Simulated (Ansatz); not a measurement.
# What TlSbS3 (model cell, started as cubic perovskite with Sb in the octahedra) distorts into, part 2 of 2

Aim: this structure of TlSbS3 (model cell, started as cubic perovskite with Sb in the octahedra) is to be tested for unstable modes, and one is followed downhill.

Ansatz 0.2.0; DFT LDA, scalar-relativistic, plane waves, PAW; PAW set soft_1.

So far, highest frequency on the path or at a solved wavevector (cm⁻¹): step 2 (phonons on a q mesh) 352. Also lowest frequency on the path (cm⁻¹): step 2 -143.

The structure was built from a prototype and need not be the compound's stable phase.

## 6. Relaxing from the distorted cell

Starting from the lowest point found, all atoms and the cell are let go, so that strain and other modes of the same symmetry can join in.

File input.yaml:

```yaml
crystal:
  lattice:
    - [-4.9559718062, 0.0, 0.0]
    - [0.0, -4.9559718062, -4.9559718062]
    - [0.0, -4.9559718062, 4.9559718062]
  atoms:
    - { symbol: Tl, position: [0.0, 0.4978372796, 0.5] }
    - { symbol: Tl, position: [0.0, 0.0021627204, 0.0] }
    - { symbol: Sb, position: [0.5, -0.0074755835, 0.5] }
    - { symbol: Sb, position: [0.5, 0.5074755835, 0.0] }
    - { symbol: S, position: [0.5, 0.25, 0.25] }
    - { symbol: S, position: [0.5, 0.75, 0.75] }
    - { symbol: S, position: [0.5, 0.25, 0.75] }
    - { symbol: S, position: [0.5, 0.75, 0.25] }
    - { symbol: S, position: [1.0, 0.0642049761, 0.5] }
    - { symbol: S, position: [1.0, 0.4357950239, 0.0] }
kpoints:
  mp_grid: { grid: [8, 6, 6] }
hamiltonian:
  xc: lda
  pseudopotentials: { kind: paw, azcp: { folder: soft_1 }, xc_functional: pbe }
scf:
  occupations: { method: methfessel_paxton, width: 0.2 }
output:
  forces: true
  stress: true
  eigenvalues: true
relax:
  adjacent_minimum: "off"
  f_tol: 0.002
  max_steps: 120
  cell: { stress_tol: 0.03 }
```

Launch:

```console
$ ansatz run input.yaml --threads 4 --pin off --max-ram 16384MiB --backend cpu --events-out ev --progress --plain --runs-dir out
```

Numbers of over 12 decimals in the logs are rounded to 6 here.

What it wrote:

```text
[...]
Crystal: 10 atoms, lattice volume = 243.454 Å³
Basis set: ecut = 420 eV, 4781 PW (Γ)
Bands: 56, of which v1, the nominal top of the filled ones, is band 46 counted from 1 (45 counted from 0)
Symmetry: 8 space group operations
[...]
k-points: 80 of 288
[...]
SCF iter   1: F=—  HF=-40186.213335 eV  |F-HF|=—  |Δ(HF+E_count)|=         —  Δρ=2.92e-2  dr2=4.98e0  ethr=3.10e-3  ⟨swp⟩=9.3  Hψ=20939  notcnv=0
[...]
SCF iter  10: F=-40184.458843 eV  HF=-40184.458843 eV  |F-HF|=3.32e-9  |Δ(HF+E_count)|=   2.17e-8  S|Δr|=    0.00e0  Δρ=1.53e-6  dr2=1.16e-8  ethr=1.09e-10  ⟨swp⟩=14.4  Hψ=24501  notcnv=0
SCF 1 converged in 10 iterations: F = -40184.458843 eV  dr2 = 1.16e-8
[...]
relax step   1: F+E_penalty+E_count = -40184.45884268 eV  Δ(F+E_penalty+E_count) = +0.000e0 eV  max|allowed force component| = 1.222e-1 eV/Å  Δτ_max = 0.0000 Å  P = +0.087 GPa  Ω = 243.454 Å³  (10 SCF iters, dr2 threshold 1.00e-7 eV, accepted)
Crystal: 10 atoms, lattice volume = 242.457 Å³
Basis set: ecut = 420 eV, 4747 PW (Γ)
[...]
SCF iter   7: F=-40184.598186 eV  HF=-40184.598186 eV  |F-HF|=1.29e-7  |Δ(HF+E_count)|=   5.25e-7  S|Δr|=    0.00e0  Δρ=7.04e-6  dr2=3.06e-7  ethr=1.09e-9  ⟨swp⟩=8.8  Hψ=21733  notcnv=0
SCF 2 converged in 7 iterations: F = -40184.598186 eV  dr2 = 3.06e-7
relax step   2: F+E_penalty+E_count = -40184.59818579 eV  Δ(F+E_penalty+E_count) = -1.393e-1 eV  max|allowed force component| = 1.270e-1 eV/Å  Δτ_max = 0.1357 Å  P = +0.156 GPa  Ω = 242.457 Å³  energy of the carried Pulay correction = +1.890e-4 eV  (7 SCF iters, dr2 threshold 1.00e-6 eV, accepted)
Crystal: 10 atoms, lattice volume = 241.839 Å³
Basis set: ecut = 420 eV, 4713 PW (Γ)
[...]
SCF iter   7: F=-40184.637197 eV  HF=-40184.637197 eV  |F-HF|=1.96e-7  |Δ(HF+E_count)|=   7.03e-7  S|Δr|=    0.00e0  Δρ=7.63e-6  dr2=3.94e-7  ethr=1.09e-9  ⟨swp⟩=9.0  Hψ=21969  notcnv=0
SCF 3 converged in 7 iterations: F = -40184.637197 eV  dr2 = 3.94e-7
relax step   3: F+E_penalty+E_count = -40184.63719714 eV  Δ(F+E_penalty+E_count) = -3.901e-2 eV  max|allowed force component| = 1.182e-1 eV/Å  Δτ_max = 0.1059 Å  P = +0.068 GPa  Ω = 241.839 Å³  energy of the carried Pulay correction = +3.066e-4 eV  (7 SCF iters, dr2 threshold 1.00e-6 eV, accepted)
[...]
relax step   4: F+E_penalty+E_count = -40184.64384387 eV  Δ(F+E_penalty+E_count) = -6.647e-3 eV  max|allowed force component| = 3.029e-2 eV/Å  Δτ_max = 0.0256 Å  P = -0.034 GPa  Ω = 242.204 Å³  energy of the carried Pulay correction = +2.372e-4 eV  (6 SCF iters, dr2 threshold 8.73e-7 eV, accepted)
[...]
relax step   5: F+E_penalty+E_count = -40184.64769552 eV  Δ(F+E_penalty+E_count) = -3.852e-3 eV  max|allowed force component| = 1.189e-2 eV/Å  Δτ_max = 0.0517 Å  P = +0.081 GPa  Ω = 241.473 Å³  energy of the carried Pulay correction = +3.764e-4 eV  (8 SCF iters, dr2 threshold 5.73e-8 eV, accepted)
[...]
relax step   6: F+E_penalty+E_count = -40184.64797645 eV  Δ(F+E_penalty+E_count) = -2.809e-4 eV  max|allowed force component| = 2.540e-3 eV/Å  Δτ_max = 0.0170 Å  P = -0.034 GPa  Ω = 241.850 Å³  energy of the carried Pulay correction = +3.045e-4 eV  (7 SCF iters, dr2 threshold 2.65e-8 eV, accepted)
[...]
relax step   7: F+E_penalty+E_count = -40184.64803388 eV  Δ(F+E_penalty+E_count) = -5.743e-5 eV  max|allowed force component| = 2.069e-3 eV/Å  Δτ_max = 0.0031 Å  P = +0.005 GPa  Ω = 241.685 Å³  energy of the carried Pulay correction = +3.360e-4 eV  (6 SCF iters, dr2 threshold 7.61e-9 eV, accepted)
[...]
relax step   8: F+E_penalty+E_count = -40184.64803666 eV  Δ(F+E_penalty+E_count) = -2.779e-6 eV  max|allowed force component| = 9.142e-5 eV/Å  Δτ_max = 0.0008 Å  P = +0.000 GPa  Ω = 241.701 Å³  energy of the carried Pulay correction = +3.329e-4 eV  (6 SCF iters, dr2 threshold 2.68e-10 eV, accepted)
[...]
SCF iter   5: F=-40184.648514 eV  HF=-40184.648514 eV  |F-HF|=2.18e-11  |Δ(HF+E_count)|=  1.38e-10  S|Δr|=    0.00e0  Δρ=8.40e-8  dr2=1.51e-11  ethr=1.00e-12  ⟨swp⟩=4.2  Hψ=19625  notcnv=0
SCF 9 converged in 5 iterations: F = -40184.648514 eV  dr2 = 1.51e-11
relax step   9: F+E_penalty+E_count = -40184.64851393 eV  Δ(F+E_penalty+E_count) = -4.773e-4 eV  max|allowed force component| = 1.478e-4 eV/Å  Δτ_max = 0.0000 Å  P = +0.002 GPa  Ω = 241.701 Å³  stress off target by 1.45e-2 GPa  SCF on the basis re-selected at this cell (its energy is not comparable with the rows above)  (5 SCF iters)
basis re-selected at this cell: Δ(F+E_penalty+E_count) = -4.773e-4 eV, ΔP = +0.002 GPa vs the last step (what re-selecting the basis moved, of the pressure what is left beyond the Pulay correction that the steps carried, after the strain that the cell walked since its last selection, with what the two solves' SCF thresholds leave and, on support functions, any second-order correction that the steps lacked; it is no measure of the basis error at this ecutwfc). The dense FFT grid was sized anew with the basis: this SCF ran on 32×50×48 points, the steps before it on 36×48×48, so part of this shift can come from that change (see relax.cell in the input reference). [rest of the remark cut]
SCF converged after 5 iterations
[...]
Free energy (F): -40184.648514 eV
[...]
Internal energy: -40184.640979 eV  (E = F + TS)
E sigma→0 (E₀):  -40184.646630 eV
Entropy (-TS):   -0.007535 eV (-0.754 meV/atom)
Fermi energy:    6.967357 eV
[...]
--- Forces (eV/Å), atoms counted from 1 ---
  atom   1  Tl     0.00000000     0.00013366     0.00013366
  atom   2  Tl    -0.00000000    -0.00013366    -0.00013366
  atom   3  Sb     0.00000000     0.00002290     0.00002290
  atom   4  Sb    -0.00000000    -0.00002290    -0.00002290
  atom   5  S      0.00000000    -0.00000000     0.00000000
  atom   6  S      0.00000000     0.00000000     0.00000000
  atom   7  S     -0.00000000     0.00000000     0.00000000
  atom   8  S     -0.00000000     0.00000000     0.00000000
  atom   9  S      0.00000000    -0.00014779    -0.00014779
  atom  10  S     -0.00000000     0.00014779     0.00014779
  max |Σ_I F_I| component: 1.58e-30 eV/Å
--- Stress (GPa, compression-positive) ---
       -0.007691      -0.000000       0.000000
       -0.000000       0.006991       0.007485
        0.000000       0.007485       0.006991
  P = ⅓ Tr σ = 0.0021 GPa (0.021 kbar)
--- Band table (eV; the first three rows and the last of 80) ---
  k-point 0: bands = [... 42 lower, 5.9728, 6.0545, 6.2824, 6.4214, 7.0916, 8.1156, 8.4117, 9.1511, ... 6 higher]
  k-point 1: bands = [... 42 lower, 5.8421, 6.1012, 6.2077, 6.5249, 6.9026, 7.7378, 8.7005, 9.7524, ... 6 higher]
  k-point 2: bands = [... 42 lower, 5.6726, 6.0165, 6.1501, 6.5248, 6.8997, 7.1762, 9.7807, 10.2312, ... 6 higher]
  k-point 79: bands = [... 42 lower, 5.8052, 5.8052, 7.0719, 7.0719, 7.7558, 7.7558, 9.3272, 9.3272, ... 6 higher]
--- Relaxed structure (8 steps of the walk, 8 accepted, 1 SCFs on fresh bases) ---
  F+E_penalty+E_count = -40184.64851393 eV   max|allowed force component| = 1.478e-4 eV/Å   (the final SCF, on the basis selected at the relaxed cell)
  cell:  # Å, volume = 241.7012 Å³
    - [-4.699475, 0, 0]
    - [0, -5.223435, -5.223435]
    - [0, -4.923153, 4.923153]
  atoms:
    - { symbol: Tl, position: [0, 0.519156, 0.500000] }
    - { symbol: Tl, position: [0, -0.019156, 0.0] }
    - { symbol: Sb, position: [0.5, -0.00900027, 0.5] }
    - { symbol: Sb, position: [0.5, 0.509000, 0.0] }
    - { symbol: S, position: [0.5, 0.25, 0.250000] }
    - { symbol: S, position: [0.5, 0.750000, 0.750000] }
    - { symbol: S, position: [0.5, 0.250000, 0.75] }
    - { symbol: S, position: [0.5, 0.75, 0.250000] }
    - { symbol: S, position: [1.0, 0.105249, 0.5] }
    - { symbol: S, position: [1.0, 0.394751, 0.0] }
```

Elapsed: 2.9 min, on 4 threads of Arm Neoverse V1, shared host; peak memory 1.1 GiB; 11 min of CPU time.

The steps of the relaxation:

```tsv
step	energy less that of the first step (eV)	largest force component (eV/Å)	pressure (GPa)	volume (Å³)
1	0.0000	0.1222	0.09	243.45
2	-0.1393	0.1270	0.16	242.46
3	-0.1784	0.1182	0.07	241.84
4	-0.1850	0.0303	-0.03	242.20
5	-0.1889	0.0119	0.08	241.47
6	-0.1891	0.0025	-0.03	241.85
7	-0.1892	0.0021	0.00	241.68
8	-0.1892	0.0001	0.00	241.70
9*	-0.1897	0.0001	0.00	241.70
```

Relaxation steps marked * repeat the geometry before them on a plane-wave basis chosen anew for their cell, so energy and pressure can jump there.

Forces are held to the 8 operations that the run works with; a distortion that breaks them can't arise in this run.

```tsv
cell as run	before	after	change
a (Å)	4.956	4.699	-5.2 %
b (Å)	7.009	7.387	+5.4 %
c (Å)	7.009	6.962	-0.7 %
volume (Å³/atom)	24.35	24.17	-0.7 %
```

The atoms that moved most (Å, as changes of fractional coordinates times the final cell):

```tsv
atom	dx	dy	dz	length
S9	0.000	-0.214	-0.214	0.303
S10	0.000	0.214	0.214	0.303
Tl1	0.000	-0.111	-0.111	0.157
Tl2	0.000	0.111	0.111	0.157
Sb4	0.000	-0.008	-0.008	0.011
Sb3	0.000	0.008	0.008	0.011
```

Numbers from this step:

- pressure: 0.002097 GPa
- volume per atom: 24.17 Å³

The distorted start has space group Pmma; the relaxation ends in Pmma.

## 7. The new phase in its own primitive cell

The relaxed structure is symmetrised, reduced to its primitive cell and relaxed tightly, as its phonons need.

input.yaml, the sections that differ from step 6:

```yaml
crystal:
  lattice:
    - [6.9623893244, 0.0, 0.0]
    - [0.0, 4.6994746275, 0.0]
    - [0.0, 0.0, 7.3870526201]
  atoms:
    - { symbol: Tl, position: [0.25, 0.0, 0.2691560591] }
    - { symbol: Tl, position: [0.75, 0.0, 0.7308439409] }
    - { symbol: Sb, position: [0.25, 0.5, 0.7409997274] }
    - { symbol: Sb, position: [0.75, 0.5, 0.2590002726] }
    - { symbol: S, position: [0.5, 0.5, 0.0] }
    - { symbol: S, position: [0.0, 0.5, 0.5] }
    - { symbol: S, position: [0.0, 0.5, 0.0] }
    - { symbol: S, position: [0.5, 0.5, 0.5] }
    - { symbol: S, position: [0.25, 0.0, 0.8552490385] }
    - { symbol: S, position: [0.75, 0.0, 0.1447509615] }
kpoints:
  mp_grid: { grid: [6, 8, 6] }
relax:
  adjacent_minimum: "off"
  f_tol: 0.001
  max_steps: 60
  cell: { stress_tol: 0.01 }
# hamiltonian, scf, output: as in step 6
```

What it wrote:

```text
[...]
Crystal: 10 atoms, lattice volume = 241.701 Å³
Basis set: ecut = 420 eV, 4709 PW (Γ)
Bands: 56, of which v1, the nominal top of the filled ones, is band 46 counted from 1 (45 counted from 0)
Symmetry: 8 space group operations
[...]
k-points: 80 of 288
[...]
- { symbol: Tl, position: [0.750000, 0, 0.730866] }
    - { symbol: Sb, position: [0.250000, 0.5, 0.740972] }
    - { symbol: Sb, position: [0.750000, 0.5, 0.259028] }
    - { symbol: S, position: [0.500000, 0.5, 0] }
    - { symbol: S, position: [0, 0.5, 0.5] }
    - { symbol: S, position: [0, 0.5, 0] }
    - { symbol: S, position: [0.500000, 0.5, 0.5] }
    - { symbol: S, position: [0.250000, 0, 0.855355] }
    - { symbol: S, position: [0.750000, 0, 0.144645] }
[key lines of the parts left out:]
SCF converged after 5 iterations
Free energy (F): -40184.648523 eV
Fermi energy:    6.968247 eV
P = ⅓ Tr σ = 0.0003 GPa (0.003 kbar)
```

Elapsed: 78 s, on 4 threads; peak memory 1.1 GiB.

Little changed from the start: no atom moved by 0.005 Å and no cell edge by 0.1 %.

Numbers from this step:

* pressure: 2.64e-4 GPa

The largest force component left is 0.66 meV/Å and the pressure is 0.000 GPa, within the tolerances set. The cell now holds 24.17 Å³/atom.

## 8. Modes of the new phase, k-mesh 6×8×6

A relaxed structure may still be a saddle point, so its zone-centre modes are computed. No field response is asked, since the mesh shows no gap.

input.yaml, the sections that differ from step 7:

```yaml
crystal:
  lattice:
    - [6.9614662433, 0.0, 0.0]
    - [0.0, 4.6984456809, 0.0]
    - [0.0, 0.0, 7.3896394823]
  atoms:
    - { symbol: Tl, position: [0.25, 0.0, 0.2691338693] }
    - { symbol: Tl, position: [0.75, 0.0, 0.7308661307] }
    - { symbol: Sb, position: [0.25, 0.5, 0.7409723346] }
    - { symbol: Sb, position: [0.75, 0.5, 0.2590276654] }
    - { symbol: S, position: [0.5, 0.5, 0.0] }
    - { symbol: S, position: [0.0, 0.5, 0.5] }
    - { symbol: S, position: [0.0, 0.5, 0.0] }
    - { symbol: S, position: [0.5, 0.5, 0.5] }
    - { symbol: S, position: [0.25, 0.0, 0.8553549952] }
    - { symbol: S, position: [0.75, 0.0, 0.1446450048] }
output:
  eigenvalues: true
phonons:
  method: dfpt
# kpoints, hamiltonian, scf: as in step 7
# relax: removed
```

What it wrote:

```text
zone centre: on kpoints.mp_grid the ground state, and the responses unless they are solved on pairs of k-points, stand on 100 of the mesh's 288 k-points, reduced under 2 symmetry operations, with k and −k counted as one. Each operation leaves every solved displacement unchanged or reverses it
[...]
Crystal: 10 atoms, lattice volume = 241.701 Å³
Basis set: ecut = 420 eV, 4709 PW (Γ), exchange–correlation on 96×64×100 points (8 copies of the dense FFT grid, shifted against one another)
Bands: 56, of which v1, the nominal top of the filled ones, is band 46 counted from 1 (45 counted from 0)
Symmetry: 8 space group operations
k-points: 100 of 288 (irreducible under 2 space group operations, time reversal used)
[...]
SCF iter   1: F=—  HF=-40186.420025 eV  |F-HF|=—  |Δ(HF+E_count)|=         —  Δρ=2.85e-2  dr2=5.04e0  ethr=3.10e-3  ⟨swp⟩=8.5  Hψ=25607  notcnv=0
[...]
SCF iter  15: F=-40184.648523 eV  HF=-40184.648523 eV  |F-HF|=7.28e-12  |Δ(HF+E_count)|=  1.46e-11  S|Δr|=    0.00e0  Δρ=1.60e-8  dr2=9.67e-13  ethr=1.00e-12  ⟨swp⟩=15.5  Hψ=33676  notcnv=0
SCF 1 converged in 15 iterations: F = -40184.648523 eV  dr2 = 9.67e-13
[...]
DFPT response loops at Γ: preconditioner auto → Kerker (q_TF=auto, 2.323 Å⁻¹) (partly filled bands, converged f_vac=0.002); β = 1.00, the filter's whole step (`scf.mixing.beta` (0.50) is not read by the response loops under this deck's `scf.mixing.preconditioner`; to damp them name `kerker` or `kerker_dos`, under which they read `scf.mixing.beta`, and type it under 1.00, their step now; both keys bind the ground state too); Broyden in place of MSR1
SCF converged after 15 iterations
[...]
Free energy (F): -40184.648523 eV
[...]
Internal energy: -40184.640949 eV  (E = F + TS)
E sigma→0 (E₀):  -40184.646630 eV
Entropy (-TS):   -0.007574 eV (-0.757 meV/atom)
Fermi energy:    6.968247 eV
[...]
--- Band table (eV; the first three rows and the last of 100) ---
  k-point 0: bands = [... 42 lower, 5.9748, 6.0543, 6.2838, 6.4232, 7.0921, 8.1140, 8.4104, 9.1512, ... 6 higher]
  k-point 1: bands = [... 42 lower, 5.9082, 6.0175, 6.2363, 6.3764, 6.9717, 7.6637, 8.9115, 9.8947, ... 6 higher]
  k-point 2: bands = [... 42 lower, 6.0735, 6.1333, 6.1404, 6.3402, 6.7321, 7.2509, 9.9940, 10.1727, ... 6 higher]
  k-point 99: bands = [... 42 lower, 5.8070, 5.8070, 7.0732, 7.0732, 7.7538, 7.7538, 9.3279, 9.3279, ... 6 higher]
--- Phonons (Γ-DFPT): 15 representative perturbations + reference, on 100 of 288 k-points (Σ response iterations 45) ---
  k mesh reduced under 2 symmetry operations, with k and −k counted as one. Each operation leaves every solved displacement unchanged or reverses it
  ASR residual: 7.227e-5 → 0.000e0 eV/Å²; symmetrization residual: 1.713e-5 eV/Å²
  ASR residual per site (eV/Å²): 6.53e-5 6.53e-5 7.23e-5 7.23e-5 2.71e-5 5.16e-5 2.71e-5 5.16e-5 3.40e-5 3.40e-5
  Γ frequencies (cm⁻¹): -140.15 -91.75 -81.02 -70.59 -70.32 -62.73 -52.64 -30.18 -17.14 -9.48 0.00 0.00 0.00 24.49 29.04 34.96 36.24 46.20 46.24 66.74 120.68 153.92 163.22 172.74 187.42 203.75 264.01 277.39 294.80 295.32
  non-analytic LO–TO correction: not included (Born effective charges unavailable; polar crystals: no LO–TO splitting at Γ)
```

The job ended after 11 min (4 threads; peak memory 3.9 GiB; 44 min of CPU time).

This step gave:

```
sum-rule residual before enforcement                    : 7.23e-5 eV/Å²
point group                                             : mmm
highest optical mode at the zone centre (no LO-TO term) : 295.3 cm⁻¹
lowest optical zone-centre mode                         : -140.2 cm⁻¹
```

Patterns of degenerate modes are one choice out of their space. Modes at Γ, with each element's share of the kinetic energy (negative means imaginary):

```tsv
mode	frequency (cm⁻¹)	symmetry	Tl %	Sb %	S %
1	-140.2	B3u	1	2	97
2	-91.8	B2g	1	2	97
3	-81.0	B2u	3	10	87
4	-70.6	B1u	1	15	84
5	-70.3	B3u	4	0	96
6	-62.7	B3u	0	25	75
7	-52.6	Au	0	0	100
8	-30.2	B2u	0	10	90
9	-17.1	B3g	80	16	4
10	-9.5	B2u	49	36	16
11	0.0	acoustic	48	29	23
12	0.0	acoustic	48	29	23
13	0.0	acoustic	48	29	23
14	24.5	B2g	98	1	1
15	29.0	B3g	20	64	16
16	35.0	B3u	47	32	21
17	36.2	Ag	96	1	2
18	46.2	B1u	46	40	14
19	46.2	Au	0	0	100
20	66.7	B1u	3	1	96
21	120.7	B3u	0	9	91
22	153.9	Ag	3	43	54
23	163.2	B2g	1	97	2
24	172.7	B1u	1	5	94
25	187.4	Ag	0	56	44
26	203.8	B1u	0	9	91
27	264.0	B3u	0	3	97
28	277.4	B3g	0	20	80
29	294.8	B2u	0	16	84
30	295.3	B1u	0	1	99
```

Displacements in mode 1 (-140.2 cm⁻¹), the largest set to 1:
```
Tl1 -0.03  0.00  0.00
Tl2 -0.03  0.00  0.00
Sb3 -0.08  0.00  0.00
Sb4 -0.08  0.00  0.00
S5  -0.44  0.00 -0.04
S6  -0.04  0.00 -0.11
S7  -0.44  0.00  0.04
S8  -0.04  0.00  0.11
S9   1.00  0.00  0.00
S10  1.00  0.00  0.00
```

Displacements in mode 18 (46.2 cm⁻¹), the largest set to 1:
```
Tl1  0.00  0.00  0.83
Tl2  0.00  0.00  0.83
Sb3  0.00  0.00 -1.00
Sb4  0.00  0.00 -1.00
S5   0.12  0.00 -0.96
S6  -0.50  0.00 -0.23
S7  -0.12  0.00 -0.96
S8   0.50  0.00 -0.23
S9   0.00  0.00 -0.31
S10  0.00  0.00 -0.31
```

Before it was imposed, the acoustic sum rule was missed by 7.2e-5 eV/Å². Small misses are needed for a sound result but don't prove that mesh and cutoff are converged. The lowest optical mode is imaginary, 140.2i cm⁻¹, so the energy falls along it.

## 9. Results

```json
{
 "unstable mode of the parent": "q = (0, -0.5, -0.5), 143i cm⁻¹",
 "depth at the lowest point sampled": "26.0 meV/atom",
 "largest atomic shift at that point": "0.45 Å",
 "space group reached (within 0.01 Å)": "Pmma",
 "energy gained over the parent (first relaxation, on the mesh of the frozen mode)": "44.6 meV/atom",
 "volume per atom, phase reached": "24.2 Å³",
 "lowest optical zone-centre mode, phase reached": "-140 cm⁻¹",
 "highest optical mode at the zone centre (no LO-TO term), phase reached": "295 cm⁻¹"
}
```

What this shows: Along this mode the structure falls into Pmma, 44.6 meV/atom below the parent. At the parent's cell the well is 26.01 meV/atom deep on the steps tried, with its lowest point at a shift of 0.45 Å. Relaxing atoms and cell changes the gain by +18.64 meV/atom against the lowest step (energies at zero smearing). The new phase still has an imaginary mode at the zone centre of its cell, so it is a saddle point on the way to a lower structure. Of the 6 patterns followed to their end from this parent, this one ends 123 meV/atom above the lowest, Imma. Each path keeps the symmetry of its pattern, so a lower phase may lie along a pattern not tried. With no gap, or one that is small against the smearing, the frequencies hang on the k mesh and the smearing, most of all near Kohn anomalies. Spin-orbit coupling is left out, which can matter for the heavy elements here. The PAW files were made for PBE and serve the other functionals too. The starting cell was built on a prototype and not taken from a measurement, so the phase need not exist.

[Logs are printed without paths, hosts, clocks, repeated set-up lines and the standing remarks that a program may print on its own settings, such as how far it seeks lower states.]

[Hosts, paths, dates, database ids (printed as entryN), source tags and the programs' standing remarks are cut or masked in the printed files.]
